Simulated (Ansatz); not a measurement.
# 1T-IrSeTe bilayer (like faces together) in a perpendicular field, part 3 of 3

What dipole does a perpendicular field induce in the 1T-IrSeTe bilayer (like faces together)? A positive field points along +c.

Ansatz 0.2.0; plane-wave DFT, PBE-D3(BJ), Ansatz PAW.

So far. Step 7 (Single point, field -0.3 V/Å): The dipole is -0.223 e·Å, -0.221 e·Å from its value without field. Step 8 (Response, atoms held): The induced dipole is that of a conductor 11.10 Å thick.

### Step 9. Relaxing in the field, field 0.1 V/Å

This step: plane-wave DFT, PBE-D3(BJ), Ansatz PAW (Ansatz 0.2.0).

Now the atoms may follow the field. A weak field makes forces of meV/Å to tens of meV/Å, so the force tolerance is set well below the usual one.

input.yaml

```yaml
crystal:
  lattice:
    - [3.7264898123, 0.0, 0.0]
    - [-1.8632449062, 3.2272348444, 0.0]
    - [0.0, 0.0, 26.3206174528]
  atoms:
    - { symbol: Te, position: [0.6666666667, 0.3333333333, 0.3419372671] }
    - { symbol: Ir, position: [0.0, 0.0, 0.4015769515] }
    - { symbol: Se, position: [0.3333333333, 0.6666666667, 0.4494035825] }
    - { symbol: Te, position: [0.0, 0.0, 0.6580627329] }
    - { symbol: Ir, position: [0.3333333333, 0.6666666667, 0.5988006962] }
    - { symbol: Se, position: [0.6666666667, 0.3333333333, 0.5505044231] }
kpoints:
  mp_grid: { grid: [12, 12, 1] }
hamiltonian:
  xc: pbe
  dispersion: d3bj
scf:
  occupations: { method: fermi_dirac, width: 0.05 }
  convergence: { dr2_threshold: 1.0e-10 }
efield:
  axis: 3
  dipole_correction: true
  ramp_position: 0.965
  ramp_width: 0.0699
  amplitude: 0.1
relax:
  f_tol: 0.001
  max_steps: 60
output:
  write_potential: true
  write_density: true
  volumetric_format: npy
```

Started as:

```
> ansatz run input.yaml --threads 4 --pin off --max-ram 12288MiB --backend cpu --events-out ev --progress --plain --runs-dir out
```

Numbers of over 12 decimals in the logs are rounded to 6 here.

The program printed:

```text
[...]
Crystal: 6 atoms, lattice volume = 316.539 Å³
Basis set: ecut = 420 eV, 6207 PW (Γ), exchange–correlation on 50×50×360 points (8 copies of the dense FFT grid, shifted against one another)
Bands: 59, of which v1, the nominal top of the filled ones, is band 49 counted from 1 (48 counted from 0)
Symmetry: 6 space group operations
[...]
k-points: 19 of 144 (time reversal used)
[...]
SCF iter   1: F=—  HF=-48773.321347 eV  |F-HF|=—  |Δ(HF+E_count)|=         —  Δρ=3.26e-2  dr2=8.33e0  ethr=3.10e-3  p=0.073 e·Å  D=4.16e-2 V/Å  ΔV_dip=-1.10 eV  dr2_dipole=6.75e-3  V_vac-E_F(+/−)=6.74/5.46 eV  ⟨swp⟩=7.9  Hψ=4561  notcnv=0  defer=20
[...]
SCF iter  12: F=-48772.073728 eV  HF=-48772.073728 eV  |F-HF|=3.49e-10  |Δ(HF+E_count)|=   1.86e-9  Δρ=9.17e-8  dr2=5.44e-11  ethr=1.00e-12  p=0.072 e·Å  D=4.14e-2 V/Å  ΔV_dip=-1.09 eV  dr2_dipole=2.62e-12  V_vac-E_F(+/−)=5.39/4.10 eV  ⟨swp⟩=7.0  Hψ=5689  notcnv=0
SCF 1 converged in 12 iterations: F = -48772.073728 eV  dr2 = 5.44e-11
[...]
relax step   1: F+E_penalty+E_count = -48772.07372805 eV  Δ(F+E_penalty+E_count) = +0.000e0 eV  max|allowed force component| = 5.075e-3 eV/Å  Δτ_max = 0.0000 Å  (12 SCF iters, accepted)
[...]
SCF iter   7: F=-48772.073727 eV  HF=-48772.073727 eV  |F-HF|=1.82e-10  |Δ(HF+E_count)|=  6.40e-10  Δρ=4.40e-8  dr2=1.43e-11  ethr=1.00e-12  p=0.072 e·Å  D=4.14e-2 V/Å  ΔV_dip=-1.09 eV  dr2_dipole=6.10e-13  V_vac-E_F(+/−)=5.39/4.10 eV  ⟨swp⟩=7.0  Hψ=5687  notcnv=0
SCF 2 converged in 7 iterations: F = -48772.073727 eV  dr2 = 1.43e-11
relax step   2: F+E_penalty+E_count = -48772.07372651 eV  Δ(F+E_penalty+E_count) = +1.538e-6 eV  max|allowed force component| = 6.848e-3 eV/Å  Δτ_max = 0.0013 Å  (7 SCF iters, rejected (line search))
SCF iter   1: F=—  HF=-48772.073677 eV  |F-HF|=—  |Δ(HF+E_count)|=         —  Δρ=2.93e-5  dr2=1.25e-5  ethr=3.27e-7  p=0.072 e·Å  D=4.14e-2 V/Å  ΔV_dip=-1.09 eV  dr2_dipole=4.80e-6  V_vac-E_F(+/−)=5.39/4.10 eV  ⟨swp⟩=2.2  Hψ=1681  notcnv=0  defer=81
[...]
SCF iter   6: F=-48772.073731 eV  HF=-48772.073731 eV  |F-HF|=1.89e-10  |Δ(HF+E_count)|=   1.00e-9  Δρ=7.39e-8  dr2=4.93e-11  ethr=1.00e-12  p=0.072 e·Å  D=4.14e-2 V/Å  ΔV_dip=-1.09 eV  dr2_dipole=9.30e-12  V_vac-E_F(+/−)=5.39/4.10 eV  ⟨swp⟩=7.4  Hψ=5731  notcnv=0
SCF 3 converged in 6 iterations: F = -48772.073731 eV  dr2 = 4.93e-11
relax step   3: F+E_penalty+E_count = -48772.07373127 eV  Δ(F+E_penalty+E_count) = -3.217e-6 eV  max|allowed force component| = 5.030e-4 eV/Å  Δτ_max = 0.0005 Å  (6 SCF iters, accepted)
[...]
the band table was solved once a step of the walk had ended and its energy, with any forces and stress, was formed, with the checks that follow a solve (5858 applications of the Hamiltonian). They found nothing against the state; the energy, forces and stress were not computed again (output.eigenvalues in the input reference)
[...]
SCF converged after 6 iterations
Free energy (F): -48772.073731 eV
[...]
Internal energy: -48772.029090 eV  (E = F + TS)
E sigma→0 (E₀):  -48772.051410 eV
Entropy (-TS):   -0.044642 eV (-7.440 meV/atom)
Fermi energy:    2.715807 eV
Dipole field:    D = 0.041394 V/Å  (p = 0.072411 e·Å, saw-weighted, corrected)
Work function:   not extracted (applied field tilts the vacuum); planar V_es + V_field profile in the machine report
[...]
--- Forces (eV/Å), atoms counted from 1 ---
  atom   1  Te    -0.00000000     0.00000000     0.00024601
  atom   2  Ir     0.00000000     0.00000000    -0.00050307
  atom   3  Se     0.00000000     0.00000000     0.00020706
  atom   4  Te    -0.00000000     0.00000000    -0.00021161
  atom   5  Ir     0.00000000     0.00000000    -0.00004199
  atom   6  Se    -0.00000000    -0.00000000     0.00030297
  max |Σ_I F_I| component: 6.24e-7 eV/Å
--- Band table (eV; the first three rows and the last of 19) ---
  k-point 0: bands = [... 45 lower, 2.7484, 2.7484, 2.9837, 2.9837, 3.1350, 5.9616, 5.9616, 6.2040, ... 6 higher]
  k-point 1: bands = [... 45 lower, 2.1933, 2.7917, 2.8563, 3.0299, 3.6007, 5.3863, 5.6034, 5.7883, ... 6 higher]
  k-point 2: bands = [... 45 lower, 1.9650, 2.7168, 2.7989, 3.0494, 3.4870, 4.6099, 4.9759, 5.4940, ... 6 higher]
  k-point 18: bands = [... 45 lower, 1.1556, 2.0239, 2.0947, 2.4058, 2.4557, 4.0179, 4.0631, 5.1878, ... 6 higher]
--- Relaxed structure (3 steps of the walk, 2 accepted, 0 SCFs on fresh bases) ---
  F+E_penalty+E_count = -48772.07373127 eV   max|allowed force component| = 5.030e-4 eV/Å
  atoms:
    - { symbol: Te, position: [0.666667, 0.333333, 0.341945] }
    - { symbol: Ir, position: [0, 0, 0.401561] }
    - { symbol: Se, position: [0.333333, 0.666667, 0.449400] }
    - { symbol: Te, position: [0, 0, 0.658083] }
    - { symbol: Ir, position: [0.333333, 0.666667, 0.598794] }
    - { symbol: Se, position: [0.666667, 0.333333, 0.550503] }
```

Wall time 19 s (4 threads of Arm Neoverse V2, shared host); peak memory 0.76 GiB; 75 s of CPU time.

Hardly anything moved in the relaxation; the energy changed by under 0.2 meV an atom.

Numbers from this step:

```
energy at zero smearing : -48772.0514 eV
dipole along the normal : 0.07241 e·Å
```

The relaxation took 3 steps and lowered the energy by 3.2e-6 eV; the largest force on the free atoms ends at 5.0e-4 eV/Å.

The dipole is 0.0724 e·Å, 0.0736 e·Å from its value without field.

### Step 10. Relaxing in the field, field -0.1 V/Å

The opposite sign, again from the field-free geometry; the difference of the two cancels what relaxes without a field.

input.yaml, as its differences from that of step 9:

```diff
@@ -25,3 +25,3 @@
   ramp_width: 0.0699
-  amplitude: 0.1
+  amplitude: -0.1
 relax:
```

The program printed:

```text
[...]
Crystal: 6 atoms, lattice volume = 316.539 Å³
Basis set: ecut = 420 eV, 6207 PW (Γ), exchange–correlation on 50×50×360 points (8 copies of the dense FFT grid, shifted against one another)
Bands: 59, of which v1, the nominal top of the filled ones, is band 49 counted from 1 (48 counted from 0)
Symmetry: 6 space group operations
[...]
F+E_penalty+E_count = -48772.07401280 eV   max|allowed force component| = 3.026e-4 eV/Å
  atoms:
    - { symbol: Te, position: [0.666667, 0.333333, 0.341923] }
    - { symbol: Ir, position: [0, 0, 0.401590] }
    - { symbol: Se, position: [0.333333, 0.666667, 0.449405] }
    - { symbol: Te, position: [0, 0, 0.658048] }
    - { symbol: Ir, position: [0.333333, 0.666667, 0.598815] }
    - { symbol: Se, position: [0.666667, 0.333333, 0.550504] }
[key lines of the parts left out:]
SCF converged after 6 iterations
Free energy (F): -48772.074013 eV
Fermi energy:    2.715654 eV
Dipole field:    D = -0.043007 V/Å  (p = -0.075233 e·Å, saw-weighted, corrected)
```

The job ended after 25 s (4 threads; peak memory 0.75 GiB).

No atom moved by 0.005 Å in the relaxation.

Numbers from this step:

```
energy at zero smearing : -48772.0517 eV
dipole along the normal : -0.07523 e·Å
```

The relaxation took 4 steps and lowered the energy by 3.4e-6 eV; the largest force on the free atoms ends at 3.0e-4 eV/Å.

The dipole is -0.0752 e·Å, -0.0740 e·Å from its value without field.

### Step 11. Response, atoms relaxed

This step: plane-wave DFT, PBE-D3(BJ), Ansatz PAW; response to a field along the normal, atoms relaxed (Ansatz 0.2.0).

The same analysis on the two relaxed runs holds the ionic part too; their mesh is coarser, so small differences from the held value can come from that.

This step gave:

```yaml
equivalent_conductor_thickness_p_eps_0ae: 11.11 Å
```

Table of dipole of the cell by applied field:

| applied field (V/Å) | dipole of the cell (e·Å) |
| --- | --- |
| -0.1000 | -0.0752 |
| 0.1000 | 0.0724 |

Local field over the applied field, running mean. From the potentials at -0.1 and 0.1 V/Å; running mean over 2.5 Å. Local field over applied field against z:

| z (Å) | local field over applied field |
| --- | --- |
| 4.5 | 0.996 |
| 5.0 | 0.989 |
| 5.5 | 0.971 |
| 6.0 | 0.931 |
| 6.5 | 0.850 |
| 7.0 | 0.715 |
| 7.5 | 0.531 |
| 8.0 | 0.372 |
| 8.5 | 0.178 |
| 9.0 | 0.0658 |
| 9.5 | 0.0407 |
| 10.0 | 0.0492 |
| 10.5 | 0.00922 |
| 11.0 | 0.0384 |
| 11.5 | 0.0320 |
| 12.0 | -0.00931 |
| 12.5 | -0.0293 |
| 13.0 | -0.0143 |
| 13.5 | -0.0172 |
| 14.0 | -0.0233 |
| 14.5 | 0.00312 |
| 15.0 | 0.0413 |
| 15.5 | 0.0164 |
| 16.0 | 0.0149 |
| 16.5 | 0.0511 |
| 17.0 | 0.0337 |
| 17.5 | 0.0901 |
| 18.0 | 0.253 |
| 18.5 | 0.433 |
| 19.0 | 0.590 |
| 19.5 | 0.780 |
| 20.0 | 0.887 |
| 20.5 | 0.949 |
| 21.0 | 0.979 |
| 21.5 | 0.992 |
| 22.0 | 0.997 |

Electrons, planar mean, per unit field. The induced electron density by z:

z (Å), induced electron density (e/Å³ per V/Å) and a bar from the least value:
```
      4.5     0.0000 ##################
      5.0     0.0001 ##################
      5.5     0.0001 ##################
      6.0     0.0004 ###################
      6.5     0.0008 ####################
      7.0     0.0017 #####################
      7.5     0.0028 #######################
      8.0     0.0019 ######################
      8.5    -0.0037 ###########
      9.0     0.0011 ####################
      9.5     0.0064 ##############################
     10.0     0.0062 ##############################
     10.5     0.0023 ######################
     11.0    -0.0061 #######
     11.5     0.0001 ##################
     12.0    -0.0025 ##############
     12.5    -0.0005 #################
     13.0    -0.0001 ##################
     13.5     0.0000 ##################
     14.0     0.0003 ###################
     14.5     0.0005 ###################
     15.0     0.0024 #######################
     15.5     0.0036 #########################
     16.0    -0.0041 ###########
     16.5    -0.0050 #########
     17.0    -0.0099 
     17.5     0.0054 ############################
     18.0     0.0027 #######################
     18.5    -0.0022 ##############
     19.0    -0.0024 ##############
     19.5    -0.0013 ################
     20.0    -0.0006 #################
     20.5    -0.0003 ##################
     21.0    -0.0001 ##################
     21.5     0.0000 ##################
     22.0     0.0000 ##################
```

The induced dipole is that of a conductor 11.11 Å thick.

### Step 12. A changed input

This step: plane-wave DFT, PBE-D3(BJ), Ansatz PAW (Ansatz 0.2.0).

An input spoilt on purpose, to show how the run answers: it repeats the earlier run at 0.1 V/Å with efield.axis from 3 to 2, and scf.max_iter set to 60.

input.yaml, as its differences from that of step 10:

```diff
@@ -13,3 +13,6 @@
 kpoints:
-  mp_grid: { grid: [12, 12, 1] }
+  mp_grid: { grid: [18, 18, 1] }
+  band_path:
+    path: [[0, 0, 0], [0.5, 0, 0], [0.33333333, 0.33333333, 0], [0, 0, 0]]
+    npoints: 16
 hamiltonian:
@@ -20,4 +23,5 @@
   convergence: { dr2_threshold: 1.0e-10 }
+  max_iter: 60
 efield:
-  axis: 3
+  axis: 2
   dipole_correction: true
@@ -25,6 +29,3 @@
   ramp_width: 0.0699
-  amplitude: -0.1
-relax:
-  f_tol: 0.001
-  max_steps: 60
+  amplitude: 0.1
 output:
```

The program printed:

```text
Engine: ansatz 0.2.0, aarch64-unknown-linux-gnu
Pseudopotentials: kind: paw
Pseudopotential: Te, paw, valence charge 16, recommended cutoff 420 eV (normal), Te.paw.azcp
Pseudopotential: Ir, paw, valence charge 17, recommended cutoff 420 eV (normal), Ir.paw.azcp
Pseudopotential: Se, paw, valence charge 16, recommended cutoff 420 eV (normal), Se.paw.azcp
Functional definition: PBE
  parameter kappa = 0.804
  parameter beta = 0.066725
  exchange = pbe_x(kappa = kappa, mu = beta*pi^2/3)
  correlation = pbe_c(beta = beta)
Crystal: 6 atoms, lattice volume = 316.539 Å³
Basis set: ecut = 420 eV, 6207 PW (Γ)
Bands: 59, of which v1, the nominal top of the filled ones, is band 49 counted from 1 (48 counted from 0)
Symmetry: 2 space group operations
k-points: 91 of 324 (time reversal used)
Non-local potential: Te, projectors of the file, l = 0: 2, l = 1: 2, l = 2: 2, l = 3: 2
Non-local potential: Ir, projectors of the file, l = 0: 3, l = 1: 2, l = 2: 2, l = 3: 1
Non-local potential: Se, projectors of the file, l = 0: 2, l = 1: 2, l = 2: 3, l = 3: 1
PAW form: soft (Blöchl's): semilocal exchange-correlation on the pseudo side does not see the compensation charge
PAW one-centre angular grid: Te, 590 points (default); XC on 64 Gauss nodes
PAW one-centre angular grid: Ir, 590 points (default); XC on 64 Gauss nodes
PAW one-centre angular grid: Se, 590 points (default); XC on 64 Gauss nodes
Initial density: superposition of atomic densities (neutral atoms: chi_scale 0, normalization atom, screened)
Initial wavefunctions: pseudopotential atomic-orbital guess
Functional: x = pbe(κ = 0.804, μ = 0.219515), c = pbe(β = 0.066725)
Error: efield: ion 1 (Ir) at fractional coordinate 0.0000 along the field axis lies inside the sawtooth ramp with 2 of the planes that the density is read on at each end, [0.8850, 0.1149] — the ramp must sit in vacuum (an ion there feels the fictitious reversed slope); set or move the ramp (efield.ramp_position / ramp_width) or move the geometry
```

It took 0.31 s on 4 threads; peak memory 0.76 GiB.

The program refused the input before any cycle.

The program's message: “Error: efield: ion 1 (Ir) at fractional coordinate 0.0000 along the field axis lies inside the sawtooth ramp with 2 of the planes that the density is read on at each end, [0.8850, 0.1149] — the ramp m …”

The fault put into the input: the field along an axis without vacuum.

### Step 13. A changed input

Another changed input: it repeats the earlier run at 0.1 V/Å with scf.n_extra_bands to 2 and crystal.symmetry to detect: false.

input.yaml, as its differences from that of step 12:

```diff
@@ -12,2 +12,3 @@
     - { symbol: Se, position: [0.6666666667, 0.3333333333, 0.5505044231] }
+  symmetry: { detect: false }
 kpoints:
@@ -23,5 +24,5 @@
   convergence: { dr2_threshold: 1.0e-10 }
-  max_iter: 60
+  n_extra_bands: 2
 efield:
-  axis: 2
+  axis: 3
   dipole_correction: true
```

The program printed:

```text
[...]
Crystal: 6 atoms, lattice volume = 316.539 Å³
Basis set: ecut = 420 eV, 6207 PW (Γ)
Bands: 51, of which v1, the nominal top of the filled ones, is band 49 counted from 1 (48 counted from 0)
Symmetry: 1 space group operations
k-points: 164 of 324 (time reversal used)
[...]
SCF iter   1: F=—  HF=-48773.318365 eV  |F-HF|=—  |Δ(HF+E_count)|=         —  Δρ=3.26e-2  dr2=8.39e0  ethr=3.10e-3  p=0.073 e·Å  D=4.16e-2 V/Å  ΔV_dip=-1.10 eV  dr2_dipole=3.99e-3  V_vac-E_F(+/−)=6.73/5.45 eV  ⟨swp⟩=6.8  Hψ=34894  notcnv=0
[...]
SCF iter  12: F=-48772.071960 eV  HF=-48772.071960 eV  |F-HF|=5.09e-11  |Δ(HF+E_count)|=  1.96e-10  Δρ=1.20e-7  dr2=6.59e-11  ethr=1.00e-12  p=0.073 e·Å  D=4.15e-2 V/Å  ΔV_dip=-1.09 eV  dr2_dipole=3.88e-12  V_vac-E_F(+/−)=5.39/4.10 eV  ⟨swp⟩=2.5  Hψ=26141  notcnv=0
SCF 1 converged in 12 iterations: F = -48772.071960 eV  dr2 = 6.59e-11
[...]
SCF converged after 12 iterations
Free energy (F): -48772.071960 eV
[...]
Internal energy: -48772.022431 eV  (E = F + TS)
E sigma→0 (E₀):  -48772.047195 eV
Entropy (-TS):   -0.049529 eV (-8.255 meV/atom)
Fermi energy:    2.718397 eV
Dipole field:    D = 0.041474 V/Å  (p = 0.072550 e·Å, saw-weighted, corrected)
Work function:   not extracted (applied field tilts the vacuum); planar V_es + V_field profile in the machine report
[...]
--- Band table (eV; the first three rows and the last of 164) ---
  k-point 0: bands = [... 45 lower, 2.7490, 2.7490, 2.9845, 2.9845, 3.1347, 5.9618]
  k-point 1: bands = [... 45 lower, 2.3914, 2.7714, 2.9170, 3.0079, 3.4482, 5.6535]
  k-point 2: bands = [... 45 lower, 2.0572, 2.7996, 2.8092, 3.0509, 3.6732, 5.1279]
  k-point 163: bands = [... 45 lower, 1.3076, 1.4041, 1.4818, 1.5707, 1.6099, 5.3063]
```

Run time: 90 s. Hardware: 4 threads; peak memory 2.7 GiB; 5.9 min of CPU time.

This step gave:

```
energy at zero smearing : -48772.0472 eV
dipole along the normal : 0.07255 e·Å
```

The electronic bands at the labelled points (eV, zero at the Fermi level):

| point | band 47 | band 48 | band 49 | band 50 | band 51 |
| --- | --- | --- | --- | --- | --- |
| Γ | 0.03 | 0.27 | 0.27 | 0.42 | 3.24 |
| halfway | -0.17 | -0.13 | 0.13 | 0.21 | 1.48 |
| M | -1.31 | -1.24 | -1.15 | -1.11 | 2.59 |
| halfway | -1.03 | -0.99 | -0.53 | -0.35 | 1.70 |
| K | -0.70 | -0.63 | -0.32 | -0.26 | 1.30 |
| halfway | -0.41 | -0.34 | -0.01 | 0.47 | 1.66 |
| Γ | 0.03 | 0.27 | 0.27 | 0.42 | 3.24 |

| quantity | this run | earlier run | difference |
| --- | --- | --- | --- |
| dipole along the normal (e·Å) | 0.07255 | 0.07255 | -5.8e-7 |

The dipole moves by under 0.5 % or 5e-5 e·Å.

Of the bands kept, 5 cross the Fermi level on this path.

### Step 14. Summary of results

| Item | Value |
| --- | --- |
| gap without field | none |
| work function, upper face | 4.79 eV |
| equivalent conductor thickness, atoms held | 11.1 Å |
| equivalent conductor thickness, atoms relaxed | 11.1 Å |

In words: The induced dipole equals that of a perfect conductor 11.10 Å thick, while the outer atoms lie 8.32 Å apart. There is no gap over 0.03 eV, with or without the field. The first relaxation ran with spin and lost its moment, and the later runs have none; other magnetic states were not tried. Spin-orbit coupling is left out, which matters for the bands of elements this heavy.

[Logs are printed without paths, hosts, clocks, repeated set-up lines and the standing remarks that a program may print on its own settings, such as how far it seeks lower states.]

[Hosts, paths, dates, database ids (printed as entryN), source tags and the programs' standing remarks are cut or masked in the printed files.]

[Maps of the electrostatic potential energy from Ansatz leave out the sawtooth potential of an applied field or a dipole correction, so their vacuum need not be flat; planar profiles and work functions include it.]
